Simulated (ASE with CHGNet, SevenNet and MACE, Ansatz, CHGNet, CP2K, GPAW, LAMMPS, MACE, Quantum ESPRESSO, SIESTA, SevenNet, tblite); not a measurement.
**Machine-learned potentials on liquid 54SiO2-18Na2O-14BaO-14ZnO (mol %) at 2500 K (76 atoms): settings against a plane-wave reference**

How do the settings of machine-learned potentials change the result for liquid 54SiO2-18Na2O-14BaO-14ZnO (mol %) at 2500 K (76 atoms)? A plane-wave run serves as the yardstick.

Program: ASE with CHGNet, SevenNet and MACE. Level of theory: the method is named at each step. Results are calculated unless marked as measured.

### Step 1. The starting structure

The cell holds 76 atoms: 15 Si, 10 Na, 4 Ba, 4 Zn and 43 O. Cell: a = 10.948 Å, b = 10.948 Å, c = 10.948 Å, α = 90.0°, β = 90.0°, γ = 90.0°. 76 atoms (15 Si, 10 Na, 4 Ba, 4 Zn, 43 O) placed at random at 3.23 g/cm³, melted at 4000 K for 10 ps at fixed volume with the Morse and Coulomb pair potential with partial charges (Pedone, Malavasi, Menziani, Cormack and Segre, J. Phys. Chem. B 110, 11780 (2006)). Snapshot at the end of a hold of 10 ps at 2500 K and zero pressure.

The yardstick, on the same geometry:

- method: Kohn-Sham DFT, PBE, SSSP efficiency 1.3.0 pseudopotentials, plane waves (Quantum ESPRESSO 7.5); sssp-pbe-1.3.0-efficiency, cutoffs 60/480 Ry, Γ point
- r.m.s. force component: 3.257 eV/Å
- longest force: 17.16 eV/Å
- pressure: 5.776 GPa
- time: 5.7 min on 4 MPI ranks of Arm Neoverse V2, shared host
- CPU time: 23 min

### Step 2. CHGNet 0.3.0 potential

Method: machine-learned interatomic potential CHGNet 0.3.0, trained on PBE(+U) plane-wave data.

The input, run.py:

```python
import numpy as np
from ase.io import read
import mlip  # loads the published weights by name

atoms = read("structure.xyz")
atoms.calc = mlip.calc("chgnet-0.3.0")
energy = atoms.get_potential_energy()
forces = atoms.get_forces()
print(f"energy {energy:.6f} eV")
print("forces (eV/A)")
for i, (a, f) in enumerate(zip(atoms, forces)):
    print(f"{i:4d} {a.symbol:2s} {f[0]:10.5f} {f[1]:10.5f} {f[2]:10.5f}")
stress = -atoms.get_stress(voigt=False) * 160.21766
print("stress (GPa, compression positive)")
for row in stress:
    print(" ".join(f"{x:10.4f}" for x in row))
```

The input, structure.xyz:

```xyz
76
Lattice="10.94803 0.00000 0.00000 0.00000 10.94803 0.00000 0.00000 0.00000 10.94803" Properties=species:S:1:pos:R:3 pbc="T T T"
Si 3.71905 2.64680 0.98806
Si 9.59737 5.17951 0.53339
Si 5.08667 7.51276 3.65774
Si 5.86935 1.84726 8.52414
Si 9.42713 7.36419 9.33035
Si 10.03934 0.48237 2.13782
Si 10.74407 6.97050 2.96560
Si 1.59491 9.52895 1.97667
Si 2.78014 9.66645 4.59981
Si 4.81637 0.16685 10.50102
Si 0.63422 2.21282 0.18524
Si 3.15993 8.59924 10.47518
Si 10.24714 1.15578 5.45059
Si 1.76975 6.81471 8.64391
Si 4.04836 4.74017 3.23733
Na 0.83982 2.52987 7.66198
Na 0.46507 9.27791 8.23894
Na 7.52206 10.65659 8.61687
Na 6.65783 8.32839 7.31832
Na 9.05752 10.03672 7.14107
Na 9.39954 6.14305 5.58568
Na 2.61789 0.42128 7.84985
Na 8.12705 9.29389 4.76820
Na 8.27682 0.57882 0.14013
Na 7.38532 8.01571 1.67691
Ba 5.75450 5.14689 9.31798
Ba 7.84492 2.50403 2.22869
Ba 5.69834 0.14375 3.42016
Ba 1.17002 3.52330 3.55231
Zn 4.89793 3.43954 5.58218
Zn 3.43505 5.46799 0.33205
Zn 6.88073 2.31080 6.23655
Zn 1.95751 6.96722 5.40121
O 4.19156 3.42126 2.28201
O 0.54423 10.48559 1.55112
O 3.81397 9.93961 10.11248
O 10.63612 10.81249 6.32095
O 5.78505 8.38729 2.53502
O 5.57912 2.97721 7.63362
O 8.69394 10.92329 2.20450
O 10.68966 3.99045 10.84391
O 5.91851 7.59399 5.05514
O 0.77304 1.36259 9.82816
O 4.62346 1.25125 0.87398
O 2.10334 2.25354 1.05484
O 5.31286 5.82829 3.22321
O 3.73109 8.33123 3.78758
O 10.02763 1.73187 1.12633
O 9.42001 7.87842 3.31725
O 0.17692 6.87854 8.40064
O 2.52451 6.03269 7.70117
O 9.18824 8.94290 9.53146
O 1.94612 10.39220 3.33718
O 10.25327 5.78341 1.88919
O 3.84101 3.68839 10.77396
O 4.51354 1.33194 9.23236
[... 16 atom lines left out ...]
O 2.00261 6.44313 10.28261
O 6.97543 2.36390 9.62814
O 0.92171 8.09311 2.32460
O 9.27681 6.35358 10.58904
```

Started as:

```console
$ OMP_NUM_THREADS=1 python run.py > output.txt
```

The log of the run:

```text
CHGNet v0.3.0 initialized with 412,525 parameters
CHGNet will run on cpu
energy -502.232788 eV
forces (eV/A)
   0 Si   -0.81540   -0.91485   -0.76129
   1 Si    7.86134   -2.83436    1.03384
   2 Si    2.33737   -0.60557    1.06863
   3 Si    2.91504   -6.37191    6.54786
   4 Si   -1.04558   -1.08518   -3.94057
   5 Si   12.93296   -0.14876    2.95689
   6 Si   -5.97125    8.28182  -11.47842
   7 Si   -0.43849   -3.93258    4.13511
   8 Si   -1.32763   -3.52603   -2.80073
   9 Si    1.88501    2.55141   -2.11569
  10 Si   -2.43295    3.29330    0.20849
  11 Si   -5.28279   -0.60052   -0.93987
  12 Si    1.50274   -1.64875   -2.46829
  13 Si   -4.14803    0.94380    8.22424
  14 Si    0.61801    3.05421   -4.56302
  15 Na   -0.37368    0.52071    1.03450
  16 Na   -0.15337    0.38524   -0.32375
  17 Na    1.55598   -1.29816    2.28442
  18 Na   -1.12080   -0.60427   -0.64779
  19 Na   -0.47991   -0.69375    0.54055
  20 Na   -0.01975    0.34582    0.19284
  21 Na    0.98266   -0.73090   -0.03282
  22 Na    0.44454   -0.54746   -1.35890
  23 Na   -0.49912   -0.54676   -1.99079
[...]
68 O    -0.68649   -0.36421    2.92290
  69 O     1.93489    2.68749    0.44698
  70 O    -1.02851    1.23963    0.96323
  71 O    -8.77710   -5.10455    2.64106
  72 O    -0.11377   -2.13794    0.50438
  73 O     0.12814    0.31275   -0.04325
  74 O    -1.36512   -1.61148    0.67952
  75 O     0.25553    5.66083   -4.54606
stress (GPa, compression positive)
    7.3240     0.5256    -0.3353
    0.5256     5.2560    -2.5349
   -0.3353    -2.5349     4.8006
```

It took 3.1 s on 1 thread of Arm Neoverse V2, shared host; peak memory 0.89 GiB.

Banners, paths, timers and routine set-up lines are dropped from the logs unmarked, and long logs keep their key lines alone; longer cuts are marked.

Numbers from this run, and their distance from the reference:

```
r.m.s. force component                  : 3.15 eV/Å
r.m.s. difference of force components   : 297.6 meV/Å
longest difference of force vectors     : 1356 meV/Å
force difference over r.m.s. force      : 9.136 %
slope of forces against the reference's : 0.9633
correlation of force components         : 0.9962
pressure                                : 5.793 GPa
pressure difference                     : 0.0178 GPa
```

Length of the force difference by element (eV/Å):

```csv
element,atoms,mean,most
Ba,4,0.40,0.55
Na,10,0.21,0.36
O,43,0.38,1.0
Si,15,0.77,1.4
Zn,4,0.51,0.69
```

A closer look about O66, which bears the longest force: 9 atoms, nearest first, numbered in the order of the input, with positions taken from that point.

```csv
atom,x,y,z,distance (Å),Fx,Fy,Fz (eV/Å)
O66,0.00,0.00,0.00,0.00,6.96,-7.41,12.56
Si7,-0.64,0.60,-1.09,1.40,-5.97,8.28,-11.48
Zn33,1.52,0.59,1.35,2.12,-0.52,-0.43,0.17
O75,0.49,1.72,-1.73,2.48,-1.37,-1.61,0.68
O54,-1.13,-0.59,-2.16,2.51,1.69,0.41,1.39
Na21,-1.98,-0.23,1.53,2.52,-0.02,0.35,0.19
O49,-1.96,1.50,-0.73,2.58,-0.69,-0.37,0.57
Ba29,0.73,-2.85,-0.50,2.99,-0.99,0.05,-0.24
O58,1.39,2.40,1.45,3.13,-1.99,-1.25,1.23
```

Atoms are counted from 1 here, from 0 in the log.

Forces lie 9.1 % from the reference's, at 0.0022 times its CPU time (on 1 against 4 cores).

### Step 3. SevenNet 0 potential

Method: machine-learned interatomic potential SevenNet 0, trained on PBE(+U) plane-wave data.

run.py: that of step 2 with these lines changed.

```diff
@@ -5,3 +5,3 @@
 atoms = read("structure.xyz")
-atoms.calc = mlip.calc("chgnet-0.3.0")
+atoms.calc = mlip.calc("7net-0")
 energy = atoms.get_potential_energy()
```

structure.xyz is that of step 2.

The log of the run:

```text
energy -470.080719 eV
forces (eV/A)
   0 Si   -0.61566   -0.89961   -0.85334
   1 Si    8.21400   -2.70372    1.31246
   2 Si    2.80962   -0.26076    1.00938
   3 Si    3.14303   -5.42166    6.37485
   4 Si   -0.87770   -0.95846   -3.77478
   5 Si   12.59092   -0.30628    3.06762
   6 Si   -5.65448    8.44066  -11.28156
   7 Si   -0.38820   -4.20564    4.30983
   8 Si   -0.96909   -3.68552   -2.64385
   9 Si    1.88688    2.31118   -2.24224
  10 Si   -2.45351    2.66571    0.06777
  11 Si   -4.97657   -0.99008   -0.56999
  12 Si    1.40856   -1.84640   -2.68711
  13 Si   -3.84457    0.55912    8.20531
  14 Si    0.35163    3.26966   -4.22167
  15 Na   -0.44542    0.60915    1.01316
  16 Na   -0.29504    0.60426   -0.34084
  17 Na    1.70269   -1.13498    2.60596
  18 Na   -1.30415   -0.77980   -0.73386
  19 Na   -0.44132   -0.49384    0.41820
  20 Na   -0.01504    0.40326    0.02676
  21 Na    1.02768   -0.72855    0.01277
  22 Na    0.47845   -0.69182   -1.52774
  23 Na   -0.63308   -0.52331   -2.02591
[...]
68 O    -0.68192   -0.38608    2.88871
  69 O     1.98380    2.79612    0.46685
  70 O    -0.95501    1.02698    1.13654
  71 O    -8.42030   -4.69558    2.43176
  72 O    -0.30418   -2.06561    0.41691
  73 O    -0.20853    0.09658   -0.34813
  74 O    -1.46236   -1.62055    0.62122
  75 O    -0.02696    5.43180   -4.57724
stress (GPa, compression positive)
    7.1242     0.5988    -0.2775
    0.5988     4.8951    -2.5778
   -0.2775    -2.5778     4.5262
```

Run time: 6.5 s. Hardware: 1 thread; peak memory 0.79 GiB.

Against the reference:

* r.m.s. force component: 3.095 eV/Å
* r.m.s. difference of force components: 274.4 meV/Å
* longest difference of force vectors: 1225 meV/Å
* force difference over r.m.s. force: 8.424 %
* slope of forces against the reference's: 0.948
* correlation of force components: 0.9976
* pressure: 5.515 GPa
* pressure difference: -0.2605 GPa

Against the first run (9.1 %), the force difference from the reference is 8.4 %, at 2.1 times the CPU time.

### Step 4. MACE MP-0b2 small potential

Method: machine-learned interatomic potential MACE MP-0b2 small, trained on PBE(+U) plane-wave data.

run.py: that of step 3 with these lines changed.

```diff
@@ -5,3 +5,3 @@
 atoms = read("structure.xyz")
-atoms.calc = mlip.calc("7net-0")
+atoms.calc = mlip.calc("mace-mp-0b2-small")
 energy = atoms.get_potential_energy()
```

structure.xyz is that of step 3.

The log of the run:

```text
energy -470.485064 eV
forces (eV/A)
   0 Si   -0.70840   -0.80391   -1.17068
   1 Si    8.62001   -2.60273    1.21734
   2 Si    2.50971   -0.50691    0.94967
   3 Si    2.93456   -6.01403    6.22329
   4 Si   -0.80262   -1.34053   -3.70434
   5 Si   12.80879   -0.19042    2.83822
   6 Si   -5.99644    8.41445  -11.51009
   7 Si   -0.25692   -4.01733    4.84794
   8 Si   -1.55135   -3.52867   -2.79912
   9 Si    1.86463    2.52462   -2.40123
  10 Si   -2.34270    2.78599    0.00981
  11 Si   -5.09925   -0.75963   -0.89244
  12 Si    1.91317   -1.98137   -2.55857
  13 Si   -4.09064    0.89727    8.12821
  14 Si    0.29987    3.07728   -4.15733
  15 Na   -0.32422    0.56941    1.18096
  16 Na   -0.19400    0.42318   -0.28224
  17 Na    1.58358   -1.17402    2.67480
  18 Na   -1.35732   -0.73056   -0.62076
  19 Na   -0.26533   -0.68963    0.30540
  20 Na    0.03908    0.30136    0.03710
  21 Na    0.93743   -0.66911   -0.07318
  22 Na    0.56932   -0.77014   -1.47557
  23 Na   -0.49939   -0.55245   -2.02657
[...]
68 O    -0.43766   -0.38025    2.69373
  69 O     1.70463    2.66825    0.33945
  70 O    -0.75668    1.12452    1.06627
  71 O    -8.82704   -4.96253    2.57748
  72 O    -0.47961   -2.03552    0.55430
  73 O    -0.10290    0.21365   -0.07538
  74 O    -1.37386   -1.62638    0.59023
  75 O     0.03631    5.65642   -4.71656
stress (GPa, compression positive)
    7.7675     0.5876    -0.5211
    0.5876     5.3112    -2.4677
   -0.5211    -2.4677     4.9233
```

Run time: 5.4 s. Hardware: 1 thread; peak memory 0.66 GiB.

Numbers from this run, and their distance from the reference:

| Item | Value |
| --- | --- |
| r.m.s. force component | 3.147 eV/Å |
| r.m.s. difference of force components | 252.7 meV/Å |
| longest difference of force vectors | 1178 meV/Å |
| force difference over r.m.s. force | 7.758 % |
| slope of forces against the reference's | 0.9638 |
| correlation of force components | 0.9975 |
| pressure | 6.001 GPa |
| pressure difference | 0.225 GPa |

Against the first run (9.1 %), the force difference from the reference is 7.8 %, at 1.8 times the CPU time.

### Step 5. All runs compared

Differences are against the plane-wave reference, forces as r.m.s. over components; share is that over the reference's r.m.s. force, slope the least-squares factor from reference forces to these. Total energies of different programs have different zeros and aren't compared.

```csv
run,"Δ force, r.m.s. (meV/Å)",share (%),slope,Δ pressure (GPa),cores,CPU time,memory (GiB)
reference,-,-,-,-,4,23 min,4.0
CHGNet 0.3.0 potential,298,9.14,0.963,0.0178,1,3.1 s,0.89
SevenNet 0 potential,274,8.42,0.948,-0.261,1,6.5 s,0.79
MACE MP-0b2 small potential,253,7.76,0.964,0.225,1,5.4 s,0.66
```

Times of the machine-learned potentials are mostly Python's start and the loading of weights.

CPU time is summed over cores on a shared host, where runs went side by side, so it is rough. Symmetry, cutoffs, thresholds, outputs and thread counts weren't matched or tuned between programs; memory under MPI is the largest rank's times the ranks.

### Step 6. Summary of results

```json
{
  "nearest in forces": "MACE MP-0b2 small potential, 7.8 %",
  "its CPU time": "5.4 s"
}
```

Machine-learned potentials differ by 7.8 % (MACE MP-0b2 small potential) to 9.1 % (CHGNet 0.3.0 potential); they were trained on other programs' data. The reference's pressure holds the uncorrected Pulay stress of its 60 Ry basis, so small pressure differences, and their order, may be the reference's own error. The frame stands for 2500 K, but pressures are static and levels are smeared at 580 K, under the temperature of the frame, which matters where levels are partly filled. Machine-learned potentials mimic data converged in k, so the reference's own k-point error enters their differences. The network of bonds at the start is that of the classical potential that made the cell, and needn't be the one that DFT or experiment would give. The reference's stress is far from hydrostatic: its diagonal is 7.8, 4.7, 4.8 GPa, compression counted positive. The electronic-structure runs sample only Γ, in a cell whose shortest periodic width is 11 Å. Spin–orbit coupling is left out, which matters for the levels of the heavy elements.

[Also dropped from logs without a mark: logging warnings of Python, and SIESTA's first energy breakdown and zero terms.]

[Logs are printed without paths, hosts, clocks, repeated set-up lines and the standing remarks that a program may print on its own settings, such as how far it seeks lower states.]

[Hosts, paths, dates, database ids (printed as entryN), source tags and the programs' standing remarks are cut or masked in the printed files.]
